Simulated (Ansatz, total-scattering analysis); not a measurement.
**What would a diffractometer see in B2O3 at 1500 K?**

The model: ab initio molecular dynamics with Ansatz (PBE, plane waves, PAW default files, Langevin thermostat, no spin, fixed volume). The average runs over 0.92 ps of 70 atoms, so shells between rare elements are rough. Mean temperature 1446 K, largest m.s.d. 0.68 Å², energy drift -4 meV an atom (last third less first, no steady trend), Langevin friction 10 ps⁻¹; the first quarter of the run is discarded. Start: last frame of a classical run of this cell at the same density and temperature. So short a stretch relaxes bonds and nearest shells but still remembers its start. The density is set to 1.550 g/cm³. Composition: B 40.0, O 60.0 atom %. Production: 132 frames 0.007 ps apart at 1500 K, fixed volume (mean pressure -2.1 GPa).

The totals are in Faber–Ziman form. Below 4 Å⁻¹ the partials are summed on the cell's own reciprocal vectors (from 0.62 Å⁻¹) and folded with a Gaussian of σ = 0.14 Å⁻¹; above it they are transforms of g(r) out to 6.9 Å, tapered over the last 40 %. The fold lowers sharp peaks, and with so few vectors their positions are good to about 0.1 Å⁻¹. X-rays take neutral-atom form factors, neutrons coherent lengths (B 6.65, O 5.8037 fm). Boron is taken as ¹¹B. G(r) = 4πrρ₀[g(r) − 1] carries the resolution of a Lorch-windowed transform up to 20 Å⁻¹. The patterns are simulated, not measured. The cell is small: beyond half the box only the part of each shell inside it is counted, and low-Q values rest on few vectors.

Predict the maxima of S(Q) and G(r), and the first shells.

Density 1.550 g/cm³, ρ₀ = 0.0670 Å⁻³. Mean square displacements over the run: B 0.35, O 0.68 Å² (damped by the Langevin friction of 10 ps⁻¹); the sample is a melt by its history, in a run too short to show flow.

Maxima of S(Q), Q in Å⁻¹ (height): X-ray: 1.39 (1.39), 2.16 (0.98), 3.17 (1.10), 5.76 (1.49), 10.60 (1.12), 14.09 (1.06); neutron: 1.38 (1.59), 2.17 (1.22), 3.33 (0.75), 5.69 (1.49), 10.48 (1.14), 14.30 (1.06). Weak or low-Q maxima rest on few vectors and may or may not be a real pre-peak: X-ray 0.86 (0.96), neutron 0.86 (1.09).

| Q (Å⁻¹) | X-ray | neutron |
| --- | --- | --- |
| 0.80 | 0.93 | 1.05 |
| 1.10 | 0.82 | 0.95 |
| 1.40 | 1.39 | 1.59 |
| 1.70 | 0.94 | 1.09 |
| 2.00 | 0.90 | 1.10 |
| 2.30 | 0.89 | 1.12 |
| 2.60 | 0.67 | 0.75 |
| 2.90 | 0.90 | 0.65 |
| 3.20 | 1.10 | 0.73 |
| 3.50 | 0.90 | 0.70 |
| 3.80 | 0.74 | 0.66 |
| 4.10 | 0.69 | 0.68 |
| 4.40 | 0.76 | 0.77 |
| 4.70 | 0.86 | 0.92 |
| 5.00 | 0.99 | 1.10 |
| 5.30 | 1.23 | 1.32 |
| 5.60 | 1.45 | 1.48 |
| 5.90 | 1.46 | 1.44 |
| 6.20 | 1.25 | 1.23 |
| 6.50 | 1.02 | 1.01 |
| 6.80 | 0.87 | 0.87 |
| 7.10 | 0.81 | 0.82 |
| 7.40 | 0.79 | 0.80 |
| 7.70 | 0.81 | 0.81 |
| 8.00 | 0.87 | 0.85 |
| 8.30 | 0.94 | 0.91 |
| 8.60 | 1.01 | 0.97 |
| 8.90 | 1.03 | 1.01 |
| 9.20 | 1.02 | 1.03 |
| 9.50 | 1.01 | 1.03 |
| 9.80 | 1.03 | 1.06 |

Maxima of G(r), r in Å (Å⁻²): X-ray: 1.39 (3.42), 2.42 (2.19), 3.68 (0.13), 4.53 (0.56); neutron: 1.39 (4.46), 2.45 (1.24), 3.66 (0.46).

| pair | first peak (Å) | g there | first minimum (Å) | g there | neighbours | X-ray weight (f = Z) | neutron weight |
| --- | --- | --- | --- | --- | --- | --- | --- |
| B–O | 1.38 | 16.7 | 1.78 | 0.04 | 3.0 O per B, 2.0 B per O | 0.42 | 0.49 |
| O–O | 2.40 | 4.8 | 2.84 | 0.44 | 4.3 | 0.50 | 0.32 |
| B–B | 2.59 | 3.8 | 3.08 | 0.27 | 3.1 | 0.09 | 0.19 |

Bonded neighbours (only these pairs count: cutoffs B–O 1.78 Å): B: 3 100 %; O: 2 100 %. Bridging oxygens per network former of four or fewer bonds: B: Q3 100 %. Oxygen by network formers bound (Si, B, P, Ge and Al count): two 100 %. O–B–O peak at 118° and B–O–B peak at 136°. These counts come from 15 frames.

Unlike atoms are nearest: the pair functions peak at 1.38 Å (B–O) and 2.40 Å (O–O). The ratio of these peaks, 1.73 (±0.04), compares with 1.73 for a triangle, 1.63 for a tetrahedron and 1.41 for an octahedron, and B has 3.0 anions. The weights that differ most between the probes (X-ray, neutron): O–O 0.50 and 0.32, B–B 0.09 and 0.19 and B–O 0.42 and 0.49.
